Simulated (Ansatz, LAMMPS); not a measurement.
# Static equation of state of glassy 40SiO2-28Al2O3-16Li2O-16SrO (mol %) (85 atoms)

Density of this cell: 2.68 g/cm³. The cell holds 85 atoms: 10 Si, 14 Al, 8 Li, 4 Sr and 49 O. Its edges and angles: a = 10.250 Å, b = 10.850 Å, c = 10.330 Å, α = 90.9°, β = 89.3°, γ = 86.6°. The starting structure: 85 atoms (10 Si, 14 Al, 8 Li, 4 Sr, 49 O) placed at random at 2.64 g/cm³, melted at 4000 K for 10 ps at fixed volume with the Morse and Coulomb pair potential with partial charges (Pedone, Malavasi, Menziani, Cormack and Segre, J. Phys. Chem. B 110, 11780 (2006)). Quenched from 4000 K to 300 K at 6 K/ps and fixed volume, held 5 ps, then minimised at fixed cell.

Calculated with Ansatz 0.2.0: Kohn-Sham DFT, PBE, PAW (set soft_2), plane waves; cutoff 420 eV, Γ point, fixed occupations. Cell and atoms were relaxed first, to V0 = 13.488 Å³ an atom at a residual P0 = 0.002 GPa. The cell was then scaled evenly, and the atoms were relaxed at each volume.

| volume (Å³/atom) | pressure (GPa) |
| --- | --- |
| 12.139 | ? |
| 12.678 | 3.257 |
| 13.083 | 1.528 |
| 13.892 | -1.167 |
| 14.297 | -1.969 |

Task: Fit the third-order Birch–Murnaghan equation to the rows given and extrapolate to the withheld row.

Worked fit:

Take the Eulerian strain f = ½[(V0/V)^(2/3) − 1] and the normalised pressure F = (P − P0) / [3f(1 + 2f)^(5/2)]. The third-order Birch–Murnaghan equation is then the line F = B0 + (3/2)B0(B′ − 4) f, so u = f and v = F.

| u = f | v = F (GPa) |
| --- | --- |
| 0.0210565 | 46.4733 |
| 0.0102567 | 47.1432 |
| -0.00975627 | 41.9481 |
| -0.0190505 | 38.0119 |

With n = 4: mean u = 6.2660e-4, mean v = 43.3941, Σ(u − ū)² = 0.0010051, Σ(u − ū)(v − v̄) = 0.21993. Slope b = 0.21993 / 0.0010051 = 218.81; intercept a = v̄ − b ū = 43.257.

So B0 = a = 43.3 GPa and B′ = 4 + 2b/(3a) = 7.37. At the withheld volume f = 0.03638, F = a + b f = 51.22 GPa, and P = P0 + 3f(1 + 2f)^(5/2) F.

Prediction at 12.139: 6.666 GPa. The run gave 5.752 GPa, so the fit is high by 0.91 GPa (16 % of the value).

The series isn't one smooth equation of state: even a line fitted to all rows, the withheld one included, misses F by up to 7.0 %, the count of bonds changes along the series and an atom moves over 0.5 Å in some relaxation. B0 and B′ are then only the numbers of this fit, not moduli of the material. Among the rows given, the largest miss of the fit is at 12.678, by 0.097 GPa (1.3 % of the range of the table).

Limits: Static cells at zero temperature; the cell shape is held. The program notes that the SCF threshold of these relaxations is loose for the stress. The quench rate of 6 K/ps is many orders above laboratory rates, so the cell is likely richer in defects and strain than a real sample. The network of bonds at the start is that of the classical potential that made the cell, and needn't be the one that DFT or experiment would give. Only the Γ point is sampled, in a cell whose shortest periodic width is 10 Å.

[Hosts, paths, dates, database ids (printed as entryN), source tags and the programs' standing remarks are cut or masked in the printed files.]
